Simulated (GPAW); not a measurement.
# YRh (Pm-3m): the Y L₃ absorption edge, part 3 of 3

Aim: the near-edge shape at the Y L₃ edge of YRh (Pm-3m), and what the core hole does to it.

GPAW 26.7.0; X-ray absorption from dipole matrix elements to empty bands, plane-wave PAW LDA.

So far. Step 6 (Spectrum with FCH, Y atom 2): Against the first run the r.m.s. difference is 8 %. The highest intensity below 24 eV goes from 1.0 eV (3.04) to 1.2 eV (3.09). Step 7 (Spectrum with HCH, Y atom 2): Against the first run the r.m.s. difference is 32 %. A shift of +0.8 eV leaves 15 %. The highest intensity below 24 eV goes from 1.0 eV (3.04) to 1.8 eV (2.30).

### Step 9. Spectrum with XCH, Y atom 2

A test of how far the result depends on this setting.

Changed against the first core-hole run: cutoff (eV) to 600.

File xas.py:

```python
import numpy as np
from ase import Atoms
from ase.parallel import parprint, paropen
from gpaw import GPAW, PW, FermiDirac, Mixer, MixerDif, setup_paths
from gpaw.test import gen
setup_paths.insert(0, '.')
gen('Y', name='fch2p', xcname='LDA', corehole=(2, 1, 1), write_xml=True)
from gpaw.mpi import world
world.barrier()

atoms = Atoms('Rh4Y4',
    cell=[[3.407, 3.407, 3.407],
     [-3.407, 3.407, -3.407],
     [-3.407, -3.407, 3.407]],
    scaled_positions=[[0, 0, 0],
     [0, 0.5, 0.5],
     [0.5, 0, 0.5],
     [0.5, 0.5, 0],
     [0.5, 0, 0],
     [0.5, 0.5, 0.5],
     [0, 0, 0.5],
     [0, 0.5, 0]],
    pbc=True)
atoms.calc = calc = GPAW(legacy_gpaw=True, mode=PW(600, force_complex_dtype=True), xc='LDA', setups={4: 'fch2p'},
    kpts={'size': (5, 5, 5), 'gamma': True}, occupations=FermiDirac(0.1),
    charge=-1, mixer=Mixer(0.1, 5, 50), maxiter=150,
    convergence={'density': 0.0001, 'eigenstates': 1e-6}, txt='scf.txt')
energy = atoms.get_potential_energy() + calc.get_reference_energy()
ef = calc.get_fermi_level()
out = dict(energy=energy, fermi=ef, forces=atoms.get_forces().tolist())
parprint(f'all-electron energy {energy:.4f} eV, Fermi level {ef:.4f} eV')
ev = np.array([[calc.get_eigenvalues(k, s) for k in range(len(calc.get_ibz_k_points()))] for s in range(calc.get_number_of_spins())])
out['homo'], out['lumo'], out['counts'] = ev[ev < ef].max(), ev[ev > ef].min(), sorted(set((ev < ef).sum((0, 2)).tolist()))
out['filled'] = (ev[:, 0] < ef).sum(1).tolist()

from ase.units import Ha
from gpaw.xas import dipole_matrix_elements
nb = int(calc.get_number_of_electrons() / 2) + 137
top, nb = nb, nb + 8 + nb // 12
nscf = calc.fixed_density(kpts={'size': (6, 6, 6), 'gamma': True}, nbands=nb,
    convergence={'bands': top, 'eigenstates': 5e-3}, maxiter=60, txt='nscf.txt')
cell = atoms.cell.array
ops = [cell.T @ U.T @ np.linalg.inv(cell.T) for U in nscf.wfs.kd.symmetry.op_scc]
E = np.arange(-6, 34, 0.1)
fwhm = np.interp(E, [4, 25], [1.5, 3.5])
Y, X, zero, highest = 0, 0, 1e9, 1e9
for spin in range(nscf.get_number_of_spins()):
    wfs = nscf.wfs
    mine = wfs.bd.get_slice()  # this rank's bands
    A = dipole_matrix_elements(wfs.setups[4])
    eps = np.zeros((wfs.kd.nibzkpts, nb))
    d = np.zeros((3, A.shape[1], wfs.kd.nibzkpts, nb), complex)
    for kpt in wfs.kpt_u:
        if kpt.s == spin and 4 in kpt.P_ani:
            eps[kpt.k, mine] = kpt.eps_n * Ha
            d[:, :, kpt.k, mine] = (kpt.weight * wfs.nspins / 2) ** 0.5 * np.inner(A, kpt.P_ani[4])
    world.sum(eps)
    world.sum(d)
    T = np.einsum('amkn,bmkn->abkn', d, d.conj()).real
    T = sum(np.einsum('ai,ijkn,bj->abkn', R, T, R) for R in ops) / len(ops)
    empty = eps > ef
    zero, highest = min(zero, eps[empty].min()), min(highest, eps[:, top - 1].min())
    lines = [(eps, T, empty)] if spin == 0 else lines + [(eps, T, empty)]
for eps, T, empty in lines:
    f = np.einsum('aakn->akn', T).reshape(3, -1)
    x = eps.ravel() - zero
    w = np.interp(x, E, fwhm) / 2.35482
    g = np.exp(-0.5 * ((E[:, None] - x) / w) ** 2) / (w * (2 * np.pi) ** 0.5)
    Y = Y + (f * empty.ravel()) @ g.T
    X = X + (f * ~empty.ravel()) @ g.T
out.update(E=E.round(2).tolist(), xas=Y.tolist(), xes=X.tolist(), zero=zero, valid=highest - zero, nk=len(eps), nb=nb)
for i in range(0, len(E), 10):
    parprint(f'{E[i]:7.2f}', *(f'{v:10.3e}' for v in Y[:, i]))
import json
with paropen('out.json', 'w') as f:
    json.dump(out, f)
```

Started as:

```
$ OMP_NUM_THREADS=1 mpirun -n 4 gpaw python xas.py
```

Numbers of over 12 decimals in the logs are rounded to 6 here.

Log:

```text
Input parameters:
  charge: -1
  convergence: {density: 0.0001,
                eigenstates: 1e-06}
  kpts: {gamma: True,
         size: (5, 5, 5)}
  maxiter: 150
  mixer: {backend: pulay,
          beta: 0.1,
          method: separate,
          nmaxold: 5,
          weight: 50}
  mode: {ecut: 600.0,
         force_complex_dtype: True,
         name: pw}
  occupations: {fixmagmom: False,
[...]
*d    :     0.534913
--------------------------------

Diagonalizing with gridspacing h=0.050

state   all-electron     PAW
-------------------------------
4s:      -2.317952    -2.318410
4p:      -1.537864    -1.538528
4d:      -0.465087    -0.465594
*f:                   -0.036509
-------------------------------
all-electron energy -885956.0434 eV, Fermi level 9.2155 eV
[...]
32.00  9.847e-06  9.847e-06  9.847e-06
  33.00  9.743e-06  9.743e-06  9.743e-06
[key lines of the parts left out:]
Converged after 15 iterations.
Dipole moment: (-0.000000, -0.000000, 0.000000) |e|*Ang
Free energy:    -73.354410
Fermi level: 9.21549
```

Elapsed: 2.7 min, on 4 MPI ranks of Intel Xeon Platinum 8488C (Sapphire Rapids), shared host; peak memory 0.61 GiB; 11 min of CPU time.

```tsv
E (eV)	first run	this run
-2.0	0.00	0.00
-1.0	0.11	0.11
0.0	1.32	1.32
1.0	3.04	3.04
2.0	2.01	2.01
3.0	1.74	1.74
4.0	2.03	2.03
5.0	1.25	1.25
6.0	0.83	0.83
7.0	0.68	0.68
8.0	0.49	0.49
9.0	0.56	0.56
10.0	0.72	0.72
11.0	0.85	0.85
12.0	0.82	0.82
13.0	0.65	0.65
14.0	0.49	0.49
15.0	0.41	0.41
16.0	0.44	0.44
17.0	0.56	0.56
18.0	0.65	0.65
19.0	0.63	0.63
20.0	0.56	0.56
21.0	0.52	0.52
22.0	0.51	0.51
23.0	0.49	0.49
24.0	0.50	0.50
25.0	0.54	0.54
26.0	0.56	0.56
27.0	0.56	0.56
28.0	0.56	0.56
29.0	0.58	0.58
30.0	0.56	0.56
31.0	0.50	0.50
32.0	0.45	0.45
```

Against the first run the r.m.s. difference is 0 %. The highest intensity below 24 eV stays at 1.0 eV.

The photon energy of the zero moves by -0.01 eV.

### Step 10. What the core hole does

Both curves are counted from their own zero, so only the shift of weight within the empty states shows.

```tsv
E (eV)	no hole	XCH
-2.0	0.00	0.00
-1.0	0.02	0.11
0.0	0.21	1.32
1.0	0.79	3.04
2.0	1.49	2.01
3.0	1.58	1.74
4.0	1.49	2.03
5.0	2.03	1.25
6.0	1.53	0.83
7.0	1.26	0.68
8.0	0.94	0.49
9.0	0.69	0.56
10.0	0.79	0.72
11.0	0.92	0.85
12.0	1.02	0.82
13.0	0.98	0.65
14.0	0.77	0.49
15.0	0.54	0.41
16.0	0.48	0.44
17.0	0.58	0.56
18.0	0.73	0.65
19.0	0.78	0.63
20.0	0.72	0.56
21.0	0.64	0.52
22.0	0.60	0.51
23.0	0.57	0.49
24.0	0.54	0.50
25.0	0.57	0.54
26.0	0.63	0.56
27.0	0.66	0.56
28.0	0.67	0.56
29.0	0.68	0.58
30.0	0.69	0.56
31.0	0.65	0.50
32.0	0.58	0.45
```

With each curve scaled to its own mean, the area from −2 to 6 eV with the hole is 11.9 against 8.4, and the centre of weight from −1 to 20 eV moves by -1.8 eV: the hole pulls the absorber's empty states down.

### Step 11. Outcome

```yaml
absorber_and_edge: Y L₃, atom 2 of the ground-state input (counted from 1)
surroundings: 8 Rh at 2.95 Å and 6 Y at 3.41 Å (cube and octahedron, as in bcc, site symmetry m-3m)
highest_intensity_below_24_ev: 1.0 eV above the zero, height 3.04
```

The Y L₃ edge of atom 2, with 8 Rh at 2.95 Å and 6 Y at 3.41 Å (cube and octahedron, as in bcc, site symmetry m-3m), has its highest intensity of the first 24 eV at 1.0 eV above the zero, 3.0 times the mean level of the first 20 eV (Gaussian full width 1.5 eV up to 4 eV, rising linearly to 3.5 eV at 25 eV). With each curve scaled to its own mean, the area from −2 to 6 eV with the hole is 11.9 against 8.4, and the centre of weight from −1 to 20 eV moves by -1.8 eV: the hole pulls the absorber's empty states down. Changing the core hole to FCH alters the shape by 8 % r.m.s., a modest effect on the whole. Changing the core hole from full to half alters the shape by 32 % r.m.s., so the choice matters here. Changing the cutoff (eV) to 600 alters the shape by 0 % r.m.s., so this setting is converged. Only the L₃ part is meant: spin–orbit coupling of the core level isn't computed and the L₂ copy isn't added. The holes are only 5.9 Å apart, so the shape is probably not converged with cell size; no larger cell was run here. The structure is a published determination, not relaxed.

[Banner, clock and machine lines of the logs are left out without a mark of their own.]

[Logs are printed without paths, hosts, clocks, repeated set-up lines and the standing remarks that a program may print on its own settings, such as how far it seeks lower states.]

[Hosts, paths, dates, database ids (printed as entryN), source tags and the programs' standing remarks are cut or masked in the printed files.]

[Lists of maxima count a maximum above −3 eV only where it reaches 4 % of the highest in the window and stands out from its surroundings by 2 % of it (1.5 % where it reaches 55 %); shoulders and weaker maxima are passed over, and of the rest the first, up to two pre-edge ones and the few strongest are named.]
